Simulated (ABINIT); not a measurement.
Entries from a set of simulations; values are calculated unless marked as measured.

## Quasiparticle gap of LuBi2O4Cl (P4/mmm) in ABINIT

The structure is tetragonal, space group P4/mmm (No. 123). The conventional cell has a = 3.823 Å, b = 3.823 Å, c = 8.856 Å, α = 90.00°, β = 90.00°, γ = 90.00°. Nearest to Lu lie 8 O at 2.34 Å. Bi has 4 O at 2.23 Å nearest. Nearest to Cl lie 8 Bi at 3.33 Å. O has 2 Bi at 2.23 Å and 2 Lu at 2.34 Å nearest. Farther neighbours, and contacts between anions beyond the nearest, are not listed.

```xyz
8
Lattice="3.8232 0.0000 0.0000 0.0000 3.8232 0.0000 0.0000 0.0000 8.8560" Properties=species:S:1:pos:R:3 pbc="T T T"
Lu    0.0000    0.0000    0.0000
Bi    1.9116    1.9116    6.3701
Bi    1.9116    1.9116    2.4859
Cl    0.0000    0.0000    4.4280
O     1.9116    0.0000    7.5099
O     0.0000    1.9116    7.5099
O     1.9116    0.0000    1.3461
O     0.0000    1.9116    1.3461
```

```
method               : RPA screening on PBEsol, plane waves, norm-conserving pseudopotentials (and 2 further levels or steps)
program              : ABINIT 10.8.3
settings             : cutoff 46 Ha, PseudoDojo scalar-relativistic 0.4.1 standard, norm-conserving, potential set dojo-sr-pbesol-0.4.1-standard, ngkpt (4, 4, 2), nband 215, ecuteps 5.5 Ha, inclvkb 2, shiftk (0, 0, 0), symchi 1, awtr 1, frequency ppm, 4×4×2 k-mesh
cost                 : 5 runs, 38 min in all on 8 MPI ranks of Arm Neoverse N1, shared host
notes                : The program’s warnings: nkpt*nsppol () is not a multiple of nproc spkpt (). The cell and positions come from the Crystallography Open Database and are kept as given unless a step says otherwise. Limits: no spin-orbit coupling. The 4×4×2 mesh is coarse for this cell, which bears on the long-range parts of exchange and screening. The norm-conserving file of at least one element keeps a d shell over frozen s and p shells of the same row. Exchange with those shells is missing from the self-energy, an error of 0.3 to 0.9 eV in cases checked, whose sign depends on which edge lies on those atoms.
PBEsol gap           : 1.09 eV, indirect
G0W0 gap on the mesh : 0.89 eV
GW settings          : 4×4×2 mesh, 215 bands, screening to 149.7 eV, Godby-Needs plasmon pole
known limits         : short of the basis limit; exchange with frozen shells missing; no spin-orbit coupling; coarse k mesh
```

G0W0 moves the gap on the mesh from 1.09 eV to 0.89 eV (−0.20 eV), with Z of 0.78 and 0.84 at the edges. Local fields lower the RPA ε∞ on this mesh from 6.73 to 5.88; a Γ-centred mesh this coarse tends to raise both, most where the direct gap is narrow, while a short band sum lowers them.

[Long decimals in the printed logs are rounded to 6 places.]

[Logs are printed without paths, hosts, clocks, repeated set-up lines and the standing remarks that a program may print on its own settings, such as how far it seeks lower states.]

[Paths, hosts, dates, memory and timing lines, banners, echoed tables and standing remarks are left out of the program output; an Ansatz launch command may be rebuilt from the run's recorded settings. Measured values are a selection of at most five: reports struck by readers or far from the other reports are left out. None is set beside runs whose start may be inverted or whose files or cutoffs have a known fault.]

[Runs of the session that timed out or met a known fault of the program may be left out.]

[Hosts, paths, dates, database ids (printed as entryN), source tags and the programs' standing remarks are cut or masked in the printed files.]

[G0W0 gaps are taken among the corrected bands and points alone; a level outside them can change the order at an edge.]

[Where Ansatz stands beside ABINIT at settings called matched, ABINIT's density can come from a denser mesh and the files from another edition; pairs whose starting gaps differed by over 0.03 eV were left out, so agreement reads better than it is.]
